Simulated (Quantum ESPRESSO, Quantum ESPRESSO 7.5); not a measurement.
**AlN(11-20), stepped through the number of layers**

Wanted: a table for AlN(11-20) against the number of layers, and what can be fitted to it.

Calculated with Quantum ESPRESSO 7.5; plane-wave DFT, PBE, GBRV ultrasoft pseudopotentials.

## 1. The starting structure

The structure is hexagonal, space group P6_3mc (No. 186). The conventional cell has a = 3.130 Å, b = 3.130 Å, c = 5.020 Å, α = 90.00°, β = 90.00°, γ = 120.00°. Al has 4 N at 1.90 to 1.92 Å nearest. Nearest to N lie 4 Al at 1.90 to 1.92 Å. Farther neighbours and most contacts between anions are not listed.

Set-up: Free-standing symmetric slabs with 16 Å of vacuum in the starting cell; all atoms relax without a field to tight forces. A sawtooth field of 0.1 V/Å with dipole correction is then applied with the ions held (f1) and with the ions free (r1). Fixed occupations. The slabs take the lattice constants of the bulk relaxed by the same program.

## 2. Relaxing cell and ions of the reference

The bulk crystal is relaxed in cell and atoms; the members are built on its lattice constants.

ref.vc.in reads:

```
&control
  prefix = 'ref.vc'
  outdir = './out'
  pseudo_dir = './pseudo'
  nstep = 40
  forc_conv_thr = 0.0003
  calculation = 'vc-relax'
/
&system
  ibrav = 0
  nat = 8
  ntyp = 2
  ecutwfc = 50
  ecutrho = 250
  occupations = 'smearing'
  smearing = 'fd'
  degauss = 0.002
/
&electrons
  conv_thr = 1e-09
  mixing_beta = 0.4
  electron_maxstep = 120
/
&ions
/
&cell
  press_conv_thr = 0.3
/
ATOMIC_SPECIES
  Al  26.9815  al_pbe_v1.uspp.F.UPF
  N   14.0070  n_pbe_v1.2.uspp.F.UPF
CELL_PARAMETERS angstrom
  5.42131902769059 0.00000000000000 0.00000000000000
  0.00000000000000 5.02000000000000 0.00000000000000
  0.00000000000000 0.00000000000000 3.13000000000000
ATOMIC_POSITIONS crystal
  Al  0.333333333300 0.000000000000 0.000000000000
  Al  0.666666666700 0.500000000000 0.000000000000
  N   0.333333333300 0.382000000000 0.000000000000
  N   0.666666666700 0.882000000000 0.000000000000
  Al  0.833333333300 0.000000000000 0.500000000000
  Al  0.166666666700 0.500000000000 0.500000000000
  N   0.833333333300 0.382000000000 0.500000000000
  N   0.166666666700 0.882000000000 0.500000000000
K_POINTS automatic
  4 5 7 0 0 0
```

Launch:

```
> OMP_NUM_THREADS=1 mpirun -n 4 pw.x -nk 4 -in ref.vc.in > ref.vc.out
```

Output:

```text
Program PWSCF v.7.5 starts
[citation notice left out]

     Parallel version (MPI & OpenMP), running on       4 processor cores
     Number of MPI processes:                 4
     Threads/MPI process:                     1

     MPI processes distributed on     1 nodes
[...]
Current dimensions of program PWSCF are:
     Max number of different atomic species (ntypx) = 10
     Max number of k-points (npk) =  40000
     Max angular momentum in pseudopotentials (lmaxx) =  4
     Found identity + ( -0.5000  0.0000 -0.5000) symmetry
     This is a supercell, fractional translations are disabled
     Message from routine setup:
     using ibrav=0 with symmetry is DISCOURAGED, use correct ibrav instead

     K-points division:     npool     =       4
     Subspace diagonalization in iterative solution of the eigenvalue problem:
     a serial algorithm will be used

     G-vector sticks info
     --------------------
     sticks:   dense  smooth     PW     G-vecs:    dense   smooth      PW
     Sum        1929    1553    455                38341    27427    4389

     Using Slab Decomposition

     bravais-lattice index     =            0
     lattice parameter (alat)  =      10.2448  a.u.
     unit-cell volume          =     574.8435 (a.u.)^3
     number of atoms/cell      =            8
     number of atomic types    =            2
     number of electrons       =        32.00
     number of Kohn-Sham states=           20
     kinetic-energy cutoff     =      50.0000  Ry
     charge density cutoff     =     250.0000  Ry
     scf convergence threshold =      1.0E-09
     mixing beta               =       0.4000
     number of iterations used =            8  plain     mixing
     energy convergence thresh.=      1.0E-04
     force convergence thresh. =      3.0E-04
     press convergence thresh. =      3.0E-01
     Exchange-correlation= SLA  PW   PBE  PBE
                           (   1   4   3   4   0   0   0)
     nstep                     =           40

     celldm(1)=  10.244808  celldm(2)=   0.000000  celldm(3)=   0.000000
     celldm(4)=   0.000000  celldm(5)=   0.000000  celldm(6)=   0.000000

     crystal axes: (cart. coord. in units of alat)
               a(1) = (   1.000000   0.000000   0.000000 )
               a(2) = (   0.000000   0.925974   0.000000 )
               a(3) = (   0.000000   0.000000   0.577350 )

     reciprocal axes: (cart. coord. in units 2 pi/alat)
               b(1) = (  1.000000  0.000000  0.000000 )
               b(2) = (  0.000000  1.079944  0.000000 )
               b(3) = (  0.000000  0.000000  1.732051 )

     PseudoPot. # 1 for Al read from file:
     ./pseudo/al_pbe_v1.uspp.F.UPF
     Pseudo is Ultrasoft + core correction, Zval =  3.0
     Generated by new atomic code, or converted to UPF format
     Using radial grid of  893 points,  3 beta functions with:
                l(1) =   0
                l(2) =   1
                l(3) =   2
     Q(r) pseudized with  8 coefficients,  rinner =    0.900   0.900   0.900
                                                       0.900   0.900

     PseudoPot. # 2 for N  read from file:
     ./pseudo/n_pbe_v1.2.uspp.F.UPF
     Pseudo is Ultrasoft + core correction, Zval =  5.0
     Generated by new atomic code, or converted to UPF format
     Using radial grid of  729 points,  4 beta functions with:
                l(1) =   0
                l(2) =   0
                l(3) =   1
                l(4) =   1
     Q(r) pseudized with  8 coefficients,  rinner =    0.900   0.900   0.900

     atomic species   valence    mass     pseudopotential
     Al                3.00    26.98150     Al( 1.00)
     N                 5.00    14.00700     N ( 1.00)

      2 Sym. Ops. (no inversion) found

   Cartesian axes

     site n.     atom                  positions (alat units)
         1        Al     tau(   1) = (   0.3333333   0.0000000   0.0000000  )
         2        Al     tau(   2) = (   0.6666667   0.4629870   0.0000000  )
         3        N      tau(   3) = (   0.3333333   0.3537220   0.0000000  )
         4        N      tau(   4) = (   0.6666667   0.8167090   0.0000000  )
         5        Al     tau(   5) = (   0.8333333   0.0000000   0.2886751  )
         6        Al     tau(   6) = (   0.1666667   0.4629870   0.2886751  )
         7        N      tau(   7) = (   0.8333333   0.3537220   0.2886751  )
         8        N      tau(   8) = (   0.1666667   0.8167090   0.2886751  )

     number of k points=    44  Fermi-Dirac smearing, width (Ry)=  0.0020
                       cart. coord. in units 2pi/alat
        k(    1) = (   0.0000000   0.0000000   0.0000000), wk =   0.0142857
        k(    2) = (   0.0000000   0.0000000   0.2474358), wk =   0.0285714
        k(    3) = (   0.0000000   0.0000000   0.4948717), wk =   0.0285714
        k(    4) = (   0.0000000   0.0000000   0.7423075), wk =   0.0285714
        k(    5) = (   0.0000000   0.2159888   0.0000000), wk =   0.0285714
        k(    6) = (   0.0000000   0.2159888   0.2474358), wk =   0.0571429
        k(    7) = (   0.0000000   0.2159888   0.4948717), wk =   0.0571429
        k(    8) = (   0.0000000   0.2159888   0.7423075), wk =   0.0571429
        k(    9) = (   0.0000000   0.4319776   0.0000000), wk =   0.0285714
        k(   10) = (   0.0000000   0.4319776   0.2474358), wk =   0.0571429
[...]
k(   44) = (  -0.2500000   0.4319776  -0.7423075), wk =   0.0571429

     Dense  grid:    38341 G-vectors     FFT dimensions: (  54,  48,  30)

     Smooth grid:    27427 G-vectors     FFT dimensions: (  48,  45,  27)

     Estimated max dynamical RAM per process >      52.10 MB

     Estimated total dynamical RAM >     180.34 MB

     Initial potential from superposition of free atoms

     starting charge      31.9901, renormalised to      32.0000
     Starting wfcs are   32 randomized atomic wfcs

     total cpu time spent up to now is        1.2 secs

     per-process dynamical memory:    42.9 Mb

     Self-consistent Calculation

     iteration #  1     ecut=    50.00 Ry     beta= 0.40
     Davidson diagonalization with overlap
     ethr =  1.00E-02,  avg # of iterations =  3.0

     total cpu time spent up to now is        2.7 secs

     total energy              =    -107.68297426 Ry
     estimated scf accuracy    <       2.40036576 Ry

     iteration #  2     ecut=    50.00 Ry     beta= 0.40
[...]
total energy              =    -108.20152779 Ry
     estimated scf accuracy    <       0.06408126 Ry

     iteration #  3     ecut=    50.00 Ry     beta= 0.40
[...]
End of self-consistent calculation

[...]
the Fermi energy is     9.3955 ev

!    total energy              =    -108.20366286 Ry
     estimated scf accuracy    <          5.9E-12 Ry
     smearing contrib. (-TS)   =       0.00000000 Ry
     internal energy E=F+TS    =    -108.20366286 Ry

     The total energy is F=E-TS. E is the sum of the following terms:
     one-electron contribution =      -5.27788950 Ry
     hartree contribution      =      22.96938024 Ry
     xc contribution           =     -39.51242648 Ry
     ewald contribution        =     -86.38272713 Ry

     convergence has been achieved in   5 iterations

     Forces acting on atoms (cartesian axes, Ry/au):

     atom    1 type  1   force =     0.00000042    0.00024058    0.00000000
     atom    2 type  1   force =    -0.00000041    0.00024057    0.00000000
     atom    3 type  2   force =    -0.00000481   -0.00024058    0.00000000
     atom    4 type  2   force =     0.00000481   -0.00024057    0.00000000
     atom    5 type  1   force =     0.00000041    0.00024058    0.00000000
     atom    6 type  1   force =    -0.00000042    0.00024057    0.00000000
     atom    7 type  2   force =    -0.00000481   -0.00024058    0.00000000
     atom    8 type  2   force =     0.00000481   -0.00024057    0.00000000

     Total force =     0.000681     Total SCF correction =     0.000006

     Computing stress (Cartesian axis) and pressure

          total   stress  (Ry/bohr**3)                   (kbar)     P=       -0.13
  -0.00000354   0.00000000   0.00000000           -0.52        0.00        0.00
   0.00000000   0.00000429   0.00000000            0.00        0.63        0.00
   0.00000000   0.00000000  -0.00000347            0.00        0.00       -0.51

     Energy error            =      2.1E-06 Ry
     Gradient error          =      2.4E-04 Ry/Bohr
     Cell gradient error     =      6.3E-01 kbar

     number of scf cycles    =   3
     number of bfgs steps    =   2

     enthalpy           old  =    -108.2036607692 Ry
     enthalpy           new  =    -108.2036628590 Ry

     CASE: enthalpy          _new < enthalpy          _old

     new trust radius        =       0.0006739923 bohr
     new conv_thr            =            1.0E-11 Ry

     new unit-cell volume =    575.88309 a.u.^3 (    85.33707 Ang^3 )
     density =      3.19031 g/cm^3

CELL_PARAMETERS (angstrom)
   5.425036670   0.000000000   0.000000000
   0.000000000   5.022127215   0.000000000
   0.000000000   0.000000000   3.132184500

ATOMIC_POSITIONS (crystal)
Al               0.3333335598        0.0002590773        0.0000000000
Al               0.6666664401        0.5002590771        0.0000000000
N                0.3333316928        0.3817409227        0.0000000000
N                0.6666683066        0.8817409220        0.0000000000
Al               0.8333335597        0.0002590774        0.5000000000
Al               0.1666664406        0.5002590776        0.5000000000
N                0.8333316932        0.3817409232        0.5000000000
N                0.1666683070        0.8817409227        0.5000000000

[...]
NEW-OLD atomic charge density approx. for the potential
     New effective cutoffs (rho, wfc):  249.71   49.95

     total cpu time spent up to now is       41.4 secs

     per-process dynamical memory:    51.7 Mb

[...]
!    total energy              =    -108.20366402 Ry
[...]
Total force =     0.000330     Total SCF correction =     0.000004
[...]
number of bfgs steps    =   3
[...]
new trust radius        =       0.0010108511 bohr
[...]
!    total energy              =    -108.20366479 Ry
[...]
Total force =     0.000015     Total SCF correction =     0.000004
[...]
Self-consistent Calculation

     iteration #  1     ecut=    50.00 Ry     beta= 0.40
     Davidson diagonalization with overlap
     ethr =  1.00E-06,  avg # of iterations = 12.5

     total cpu time spent up to now is       63.5 secs

     total energy              =    -107.69905892 Ry
     estimated scf accuracy    <       2.37568345 Ry

[...]
iteration # 15     ecut=    50.00 Ry     beta= 0.40
[...]
End of self-consistent calculation

          k = 0.0000 0.0000 0.0000 (  3455 PWs)   bands (ev):

    -8.1924  -6.2583  -6.0883  -5.5780   0.9594   1.5003   2.7594   3.5808
     4.8223   5.1419   6.0561   6.0563   6.2145   6.7143   6.7143   6.9075
    10.9170  12.6399  12.6624  13.3555

          k = 0.0000 0.0000 0.2473 (  3447 PWs)   bands (ev):

    -8.0020  -6.1393  -5.9817  -5.5706   1.1877   1.6922   2.9081   3.7678
     4.1055   5.0787   5.2850   5.5678   5.5816   6.0962   6.6267   6.8171
    11.7436  12.4778  13.6703  14.0969

          k = 0.0000 0.0000 0.4946 (  3451 PWs)   bands (ev):

    -7.4690  -5.8437  -5.7263  -5.6500   1.8452   2.1025   3.1407   3.1542
     3.9337   4.0527   4.2972   4.5695   4.7557   5.4785   6.2260   6.4888
    11.9940  13.1333  14.8477  15.0783

          k = 0.0000 0.0000 0.7419 (  3442 PWs)   bands (ev):

    -6.7260  -6.0305  -5.5589  -5.5139   2.1532   2.7476   2.8104   2.8890
     3.0233   3.5566   3.9341   4.5664   4.7480   5.0614   5.5251   5.8680
    12.1636  13.2424  14.2819  14.9526

          k =-0.0000 0.2159 0.0000 (  3447 PWs)   bands (ev):

    -8.0430  -6.3730  -6.1874  -5.6330   1.3159   1.4794   2.2788   4.1117
     4.9328   5.5746   6.0518   6.0768   6.1159   6.1160   6.6483   6.6484
    11.5963  12.0541  12.7155  13.4431

          k =-0.0000 0.2159 0.2473 (  3450 PWs)   bands (ev):

    -7.8565  -6.2497  -6.0770  -5.6134   1.5383   1.6588   2.4316   3.7996
     4.6772   5.2072   5.3602   5.3933   5.6800   5.9278   6.5383   6.5658
    12.1959  12.3808  13.6696  14.1620

[...]
the Fermi energy is     9.3967 ev

!    total energy              =    -108.20367259 Ry
     estimated scf accuracy    <          2.6E-12 Ry
     smearing contrib. (-TS)   =       0.00000000 Ry
     internal energy E=F+TS    =    -108.20367259 Ry

     The total energy is F=E-TS. E is the sum of the following terms:
     one-electron contribution =      -5.27666234 Ry
     hartree contribution      =      22.96882903 Ry
     xc contribution           =     -39.51252546 Ry
     ewald contribution        =     -86.38331382 Ry

     convergence has been achieved in  15 iterations

     Forces acting on atoms (cartesian axes, Ry/au):

     atom    1 type  1   force =     0.00000160    0.00000511    0.00000000
     atom    2 type  1   force =    -0.00000160    0.00000512    0.00000000
     atom    3 type  2   force =    -0.00000284   -0.00000511    0.00000000
     atom    4 type  2   force =     0.00000284   -0.00000512    0.00000000
     atom    5 type  1   force =     0.00000160    0.00000512    0.00000000
     atom    6 type  1   force =    -0.00000160    0.00000512    0.00000000
     atom    7 type  2   force =    -0.00000284   -0.00000512    0.00000000
     atom    8 type  2   force =     0.00000284   -0.00000512    0.00000000

     Total force =     0.000016     Total SCF correction =     0.000000

     Computing stress (Cartesian axis) and pressure

          total   stress  (Ry/bohr**3)                   (kbar)     P=       -0.05
  -0.00000105  -0.00000000   0.00000000           -0.15       -0.00        0.00
  -0.00000000   0.00000108   0.00000000           -0.00        0.16        0.00
   0.00000000   0.00000000  -0.00000104            0.00        0.00       -0.15

[...]
=------------------------------------------------------------------------------=
   JOB DONE.
=------------------------------------------------------------------------------=
```

Elapsed: 84 s, on 4 MPI ranks of Arm Neoverse V1, shared host; peak memory 0.34 GiB; 5.6 min of CPU time.

Little changed from the start: no atom moved by 0.005 Å and no cell edge by 0.1 %.

 The last row is no step: it is a fresh SCF in the final cell with a new plane-wave basis, -0 meV from the row before.

Read from the output:

| Property | Result |
| --- | --- |
| free energy | -1472.1860 eV |
| Fermi energy | 9.397 eV |

[end of part 1 of 15]

[Logs are printed without paths, hosts, clocks, repeated set-up lines and the standing remarks that a program may print on its own settings, such as how far it seeks lower states.]

[Hosts, paths, dates, database ids (printed as entryN), source tags and the programs' standing remarks are cut or masked in the printed files.]

[Maps of the electrostatic potential energy from Ansatz leave out the sawtooth potential of an applied field or a dipole correction, so their vacuum need not be flat; planar profiles and work functions include it.]
